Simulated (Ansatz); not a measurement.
# RbRuF3 (cubic perovskite) (Pm-3m): how robust is the cRPA U?, part 2 of 2

Wanted: the sensitivity and cost of U and J for RbRuF3 (cubic perovskite) (Pm-3m).

Ansatz 0.2.0; constrained RPA on LDA, plane waves, PAW.

So far. Step 4 (Changed: 6×6×6 mesh): On the Ru d shell, screening brings the on-site interaction from 14.5 eV down to U = 5.28 eV. Step 6 (Changed: accuracy high): On the Ru d shell, screening brings the on-site interaction from 14.6 eV down to U = 5.31 eV.

The structure was built from a prototype and need not be the compound's stable phase.

## Step 7: Changed: sums without a band count

The input, input.yaml:

```yaml
crystal:
  lattice:
    - [0.0, -4.11262159, 0.0]
    - [0.0, 0.0, 4.11262159]
    - [-4.11262159, 0.0, 0.0]
  atoms:
    - { symbol: Rb, position: [0.0, 0.0, 0.0] }
    - { symbol: Ru, position: [0.5, 0.5, 0.5] }
    - { symbol: F, position: [0.5, 0.5, 0.0] }
    - { symbol: F, position: [0.5, 0.0, 0.5] }
    - { symbol: F, position: [0.0, 0.5, 0.5] }
kpoints:
  mp_grid: { grid: [6, 6, 6] }
hamiltonian:
  xc: lda
scf:
  occupations: { method: gaussian, width: 0.08 }
  n_extra_bands: 19
  max_iter: 150
  lower_state_search: "off"
output:
  crpa:
    kmesh: [4, 4, 4]
    target_bands: [v3, c2]
    projections: [{ species: Ru, l: d, shell: 4 }]
    accuracy: sum_over_states
```

On the command line:

```bash
$ ansatz run input.yaml --threads 4 --pin off --max-ram 9216MiB --backend cpu --events-out ev --progress --plain --runs-dir out
```

Numbers of over 12 decimals in the logs are rounded to 6 here.

What it wrote:

```text
Error: 2 input errors — fix all and re-run
  1. invalid value for `output.crpa.n_empty_bands`: is left out, and the sums over bands alone (accuracy: sum_over_states under output.crpa) have no default for it, since their result follows it; type one, or take accuracy: low, medium or high under output.crpa
  2. invalid value for `output.crpa.ecut_chi`: is left out, and the sums over bands alone (accuracy: sum_over_states under output.crpa) have no default for it, since their result follows it; type one, or take accuracy: low, medium or high under output.crpa
```

Elapsed: 0.09 s, on 4 threads of Intel Xeon 6975P-C (Granite Rapids), shared host; peak memory 0.1 GiB.

The program refused the input before any cycle.

The program's message: “Error: 2 input errors — fix all and re-run”

The fault put into this input: sums without a band count.

## Step 8: Changed: volume -3 %

The cell differs from the one that the last finished run ended in (a 4.113 → 4.071 Å, b 4.113 → 4.071 Å, c 4.113 → 4.071 Å).

input.yaml, the sections that differ from step 7:

```yaml
crystal:
  lattice:
    - [0.0, -4.0710771174, 0.0]
    - [0.0, 0.0, 4.0710771174]
    - [-4.0710771174, 0.0, 0.0]
  atoms:
    - { symbol: Rb, position: [0.0, 0.0, 0.0] }
    - { symbol: Ru, position: [0.5, 0.5, 0.5] }
    - { symbol: F, position: [0.5, 0.5, 0.0] }
    - { symbol: F, position: [0.5, 0.0, 0.5] }
    - { symbol: F, position: [0.0, 0.5, 0.5] }
output:
  crpa:
    kmesh: [4, 4, 4]
    target_bands: [v3, c2]
    projections: [{ species: Ru, l: d, shell: 4 }]
  local_orbitals:
    kmesh: [8, 8, 8]
    orbitals: [{ species: Ru, l: d, shell: 4 }]
    window: { bands: [v3, c2] }
    seedname: lo
# kpoints, hamiltonian, scf: as in step 7
```

What it wrote:

```text
[...]
Crystal: 5 atoms, lattice volume = 67.473 Å³
Basis set: ecut = 420 eV, 1357 PW (Γ)
Bands: 42, of which v1, the nominal top of the filled ones, is band 23 counted from 1 (22 counted from 0)
Symmetry: 48 space group operations
[...]
k-points: 20 of 216
[...]
χ-basis size per q: N_G = 232..280
[...]
screened: U = 5.2864 eV, U' = 4.4789 eV, J = 0.3938 eV
      screened d-shell averages: U_bar = F0 = 4.6404 eV, J_bar = 0.5553 eV
      screened, to within: U = 1.1e-2 eV, U' = 1.1e-2 eV, J = 7.8e-4 eV
      screened d-shell averages, to within: U_bar = 9.2e-3 eV, J_bar = 1.2e-3 eV
      bare: V = 14.5429 eV, V' = 13.4475 eV, J = 0.5175 eV
      bare d-shell averages: V_bar = F0 = 13.6666 eV, J_bar = 0.7366 eV
[...]
[key lines of the parts left out:]
SCF converged after 7 iterations
Free energy (F): -11310.348207 eV
Fermi energy:    10.698255 eV
```

It took 46 s on 4 threads; peak memory 0.65 GiB; 2.7 min of CPU time.

This step gave:

| Quantity | Value |
| --- | --- |
| U | 5.286 eV |
| U prime (inter-orbital) | 4.479 eV |
| J | 0.3938 eV |
| bare V | 14.54 eV |
| bare J | 0.5175 eV |
| stated bound on U | 0.01070 eV |
| U over bare V | 0.3635 |
| electrons in the window | 6.000 |
| head of the constrained inverse dielectric matrix | 0.3418 |
| least eigenvalue of the projection's overlap | 0.6869 |
| target functions | 5 |
| bands in the sums | 50 |
| r.m.s. miss of the model bands | 1.35e-4 eV |
| width of the target bands | 4.943 eV |
| weight of the projected orbitals in the window | 0.8350 |

On the Ru d shell, screening brings the on-site interaction from 14.5 eV down to U = 5.29 eV.

## Step 9: Changed: volume -6 %

The cell differs from the one that the last finished run ended in (a 4.071 → 4.029 Å, b 4.071 → 4.029 Å, c 4.071 → 4.029 Å).

input.yaml, as its differences from that of step 8:

```diff
@@ -2,5 +2,5 @@
   lattice:
-    - [0.0, -4.0710771174, 0.0]
-    - [0.0, 0.0, 4.0710771174]
-    - [-4.0710771174, 0.0, 0.0]
+    - [0.0, -4.02866698, 0.0]
+    - [0.0, 0.0, 4.02866698]
+    - [-4.02866698, 0.0, 0.0]
   atoms:
```

What it wrote:

```text
[...]
Crystal: 5 atoms, lattice volume = 65.386 Å³
Basis set: ecut = 420 eV, 1309 PW (Γ)
Bands: 42, of which v1, the nominal top of the filled ones, is band 23 counted from 1 (22 counted from 0)
Symmetry: 48 space group operations
[...]
k-points: 20 of 216
[...]
χ-basis size per q: N_G = 208..251
[...]
screened: U = 5.2603 eV, U' = 4.4553 eV, J = 0.3925 eV
      screened d-shell averages: U_bar = F0 = 4.6163 eV, J_bar = 0.5535 eV
      screened, to within: U = 1.1e-2 eV, U' = 1.1e-2 eV, J = 7.7e-4 eV
      screened d-shell averages, to within: U_bar = 9.0e-3 eV, J_bar = 1.2e-3 eV
      bare: V = 14.5315 eV, V' = 13.4370 eV, J = 0.5160 eV
      bare d-shell averages: V_bar = F0 = 13.6559 eV, J_bar = 0.7349 eV
[...]
[key lines of the parts left out:]
SCF converged after 7 iterations
Free energy (F): -11310.276080 eV
Fermi energy:    11.292103 eV
```

Wall time 31 s (4 threads); peak memory 0.61 GiB; 1.9 min of CPU time.

This step gave:

| Property | Result |
| --- | --- |
| U | 5.260 eV |
| U prime (inter-orbital) | 4.455 eV |
| J | 0.3925 eV |
| bare V | 14.53 eV |
| bare J | 0.5160 eV |
| stated bound on U | 0.01042 eV |
| U over bare V | 0.3620 |
| electrons in the window | 6.000 |
| head of the constrained inverse dielectric matrix | 0.3369 |
| least eigenvalue of the projection's overlap | 0.6839 |
| target functions | 5 |
| bands in the sums | 50 |
| r.m.s. miss of the model bands | 1.52e-4 eV |
| width of the target bands | 5.227 eV |
| weight of the projected orbitals in the window | 0.8311 |

On the Ru d shell, screening brings the on-site interaction from 14.5 eV down to U = 5.26 eV.

## Step 10: Side by side

Times are wall times on 4 threads of Intel Xeon 6975P-C (Granite Rapids), shared host, good to a factor of about two.

```
          run  bare V (eV)  U (eV)  J (eV)  bound on U (eV)  width (eV)   time
target window        14.55   5.310   0.395           0.0109        4.68   40 s
   2×2×2 mesh        14.87   5.628   0.403           0.0107        4.68  4.9 s
   6×6×6 mesh        14.53   5.282   0.395           0.0110        4.68  4 min
accuracy high        14.55   5.311   0.395           0.0005        4.68   66 s
  volume -3 %        14.54   5.286   0.394           0.0107        4.94   46 s
  volume -6 %        14.53   5.260   0.393           0.0104        5.23   31 s
```

## Step 11: What came out

```
target window : U 5.31 eV, J 0.39 eV
2×2×2 mesh    : U 5.63 eV, J 0.40 eV
6×6×6 mesh    : U 5.28 eV, J 0.39 eV
accuracy high : U 5.31 eV, J 0.40 eV
volume -3 %   : U 5.29 eV, J 0.39 eV
volume -6 %   : U 5.26 eV, J 0.39 eV
```

What this shows: 2×2×2 mesh moves U by +0.32 eV at 0.12 times the time. 6×6×6 mesh moves U by −0.03 eV at 6.1 times the time. Accuracy high moves U by +0.002 eV (within the solver's bounds, for the mean over orbitals). Volume -3 % moves U by −0.02 eV. Volume -6 % moves U by −0.05 eV. The printed bound covers the solver alone, not the mesh. The parent state is non-magnetic and the interaction static (zero frequency); U depends on the window and the orbitals, so it belongs to this model alone.

[Paths, hosts, dates, memory and timing lines, banners, echoed tables and standing remarks are left out of the program output.]

[Logs are printed without paths, hosts, clocks, repeated set-up lines and the standing remarks that a program may print on its own settings, such as how far it seeks lower states.]

[Runs of the session that timed out or met a known fault of the program may be left out.]

[Hosts, paths, dates, database ids (printed as entryN), source tags and the programs' standing remarks are cut or masked in the printed files.]
